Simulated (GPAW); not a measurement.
# C/Ta(110) in an electric field, part 2 of 2

Wanted: the out-of-plane polarisability of C/Ta(110).

GPAW 26.7.0; GPAW, PAW setups; slab in vacuum, relaxation (the session's first sound run).

So far. Step 8 (Field on): The dipole is now -0.0396 e Å, against -0.091 in the run without a field.

### 9. In a field (continued)

The electrostatic potential energy of an electron (without an applied field's), less the Fermi level, planar mean by z:

z (Å), electrostatic potential energy of an electron (without an applied field's), less the Fermi level, planar mean (eV) and a bar from the least value:
```
      0.0        6.0 ##############################
      0.5        6.2 ##############################
      1.0        6.2 ##############################
      1.5        6.2 ##############################
      2.0        6.2 ##############################
      2.5        6.2 ##############################
      3.0        6.1 ##############################
      3.5        6.1 ##############################
      4.0        6.1 ##############################
      4.5        5.9 ##############################
      5.0        5.4 #############################
      5.5        3.8 ############################
      6.0       -0.5 ########################
      6.5      -12.4 #############
      7.0      -24.3 #
      7.5      -12.2 #############
      8.0       -1.3 #######################
      8.5       -3.5 #####################
      9.0      -17.9 #######
      9.5      -23.1 ##
     10.0       -7.8 #################
     10.5       -1.0 #######################
     11.0       -7.1 ##################
     11.5      -22.7 ###
     12.0      -19.8 ######
     12.5       -5.3 ###################
     13.0       -2.9 ######################
     13.5      -13.9 ###########
     14.0      -25.7 
     14.5      -13.1 ############
     15.0       -1.2 #######################
     15.5       -1.1 #######################
     16.0       -9.7 ###############
     16.5        0.7 #########################
     17.0        4.8 #############################
     17.5        5.7 ##############################
     18.0        5.8 ##############################
     18.5        5.9 ##############################
     19.0        5.9 ##############################
     19.5        5.9 ##############################
     20.0        5.9 ##############################
     20.5        5.9 ##############################
     21.0        5.9 ##############################
     21.5        5.9 ##############################
     22.0        5.9 ##############################
     22.5        5.9 ##############################
     23.0        5.9 ##############################
```

The dipole is now 0.0123 e Å, against -0.091 in the run without a field.

### 10. Field on

run.py

```python
import json
import numpy as np
from ase import Atoms
from gpaw import GPAW, PW
from gpaw.external import ConstantElectricField

slab = Atoms(
    ['Ta', 'Ta', 'Ta', 'Ta', 'C'],
    positions=[
        [0.00000, 0.00000, 7.00000],
        [2.34052, -0.00000, 9.34052],
        [0.00000, 0.00000, 11.69322],
        [2.34052, -0.00000, 13.97996],
        [2.34052, -0.00000, 15.97302]],
    cell=[[2.34052, -1.655, 0.0], [2.34052, 1.655, 0.0], [0.0, 0.0, 23.48157]],
    pbc=[True, True, False])

slab.calc = GPAW(mode=PW(500), xc='PBE', kpts={'size': (12, 12, 1), 'gamma': True},
                 occupations={'name': 'fermi-dirac', 'width': 0.1}, nbands='160%',
                 convergence={'density': 1e-05}, maxiter=200,
                 poissonsolver={'dipolelayer': 'xy'},
                 external=ConstantElectricField(0.3, [0, 0, 1]),
                 symmetry={'tolerance': 1e-3}, txt='slab.txt')
result = {}
energy = slab.get_potential_energy()
fermi = slab.calc.get_fermi_level()
v = slab.calc.get_electrostatic_potential().mean((0, 1)) - fermi
n = slab.calc.get_pseudo_density().mean((0, 1))
L = slab.cell[2, 2]
z = np.arange(len(v)) * L / len(v)
low, high = slab.positions[:, 2].min(), slab.positions[:, 2].max()
below, above = np.interp([low - 4.8, high + 4.8], z, v)
slopes = [np.interp(x, z, np.gradient(v, z)) for x in (low - 4.8, high + 4.8)]
eps = np.array([[slab.calc.get_eigenvalues(k, s) for k in range(len(slab.calc.get_ibz_k_points()))]
                for s in range(slab.calc.get_number_of_spins())]) - fermi
top, bottom = eps[eps < 0].max(), eps[eps > 0].min()
dipole = slab.get_dipole_moment()[2]
print(f'energy {energy:.4f} eV, Fermi level {fermi:.4f} eV, dipole {dipole:.5f} e A')
print(f'potential 4.8 A off the faces, from the Fermi level: lower {below:.4f} eV, upper {above:.4f} eV')
print(f'slope of the potential there: lower {slopes[0]:.5f}, upper {slopes[1]:.5f} eV/A')
print(f'nearest levels on the mesh: {top:.4f} and {bottom:.4f} eV')
print('magnetic moment', round(slab.get_magnetic_moment(), 3))
result.update(energy=energy, fermi=fermi, dipole=dipole, below=below, above=above, slopes=slopes, edges=[top, bottom],
              z=z.tolist(), v=v.tolist(), n=n.tolist(), positions=slab.positions.tolist(),
              forces=slab.get_forces(apply_constraint=False).tolist(), moments=slab.get_magnetic_moments().tolist())
json.dump(result, open('result.json', 'w'))
```

Command:

```sh
OMP_NUM_THREADS=1 OPENBLAS_NUM_THREADS=1 python run.py
```

Elapsed: 4.5 min, on 1 thread of Intel Xeon Platinum 8375C at 2.90GHz (Ice Lake), shared host; peak memory 0.57 GiB.

The dipole is now 0.0642 e Å, against -0.091 in the run without a field.

### 11. The series

The members are put on one axis.

This step: induced dipole against applied field (GPAW 26.7.0).

The dipole along the normal by field:

| field (V/Å) | dipole along the normal (e·Å) |
| --- | --- |
| -0.200 | -0.195 |
| -0.100 | -0.143 |
| -0.050 | -0.117 |
| 0.000 | -0.0915 |
| 0.050 | -0.0655 |
| 0.100 | -0.0396 |
| 0.200 | 0.0123 |
| 0.300 | 0.0642 |

### 12. Outcome

| Item | Value |
| --- | --- |
| work function, upper and lower face | 6.905 and 4.770 eV |
| dipole along the normal | -0.0915 e Å |
| induced dipole per field | 0.518 e Å per V/Å |
| out-of-plane polarisability per area, α/(ε0 A) | 12.1 Å |

The field induces 0.518 e Å per V/Å, a polarisable thickness α/(ε0 A) of 12.1 Å beside 8.97 Å between the outermost nuclei. A perfect conductor would give the distance between its two image planes; a dielectric of thickness t gives t(1 - 1/ε). The two faces differ by 2.1 eV, the step that the slab's dipole makes (e p/(ε0 A) gives 2.1 eV), so the dipole layer is needed. The induced dipole is linear in the field over this range. The cell of 7.75 Å² holds one C, started on one chosen site; other sites and coverages weren't tried. The in-plane lattice was kept as typed, which isn't the functional's own and leaves some strain; spin-orbit coupling and temperature are left out.

[Logs are printed without paths, hosts, clocks, repeated set-up lines and the standing remarks that a program may print on its own settings, such as how far it seeks lower states.]

[Hosts, paths, dates, database ids (printed as entryN), source tags and the programs' standing remarks are cut or masked in the printed files.]
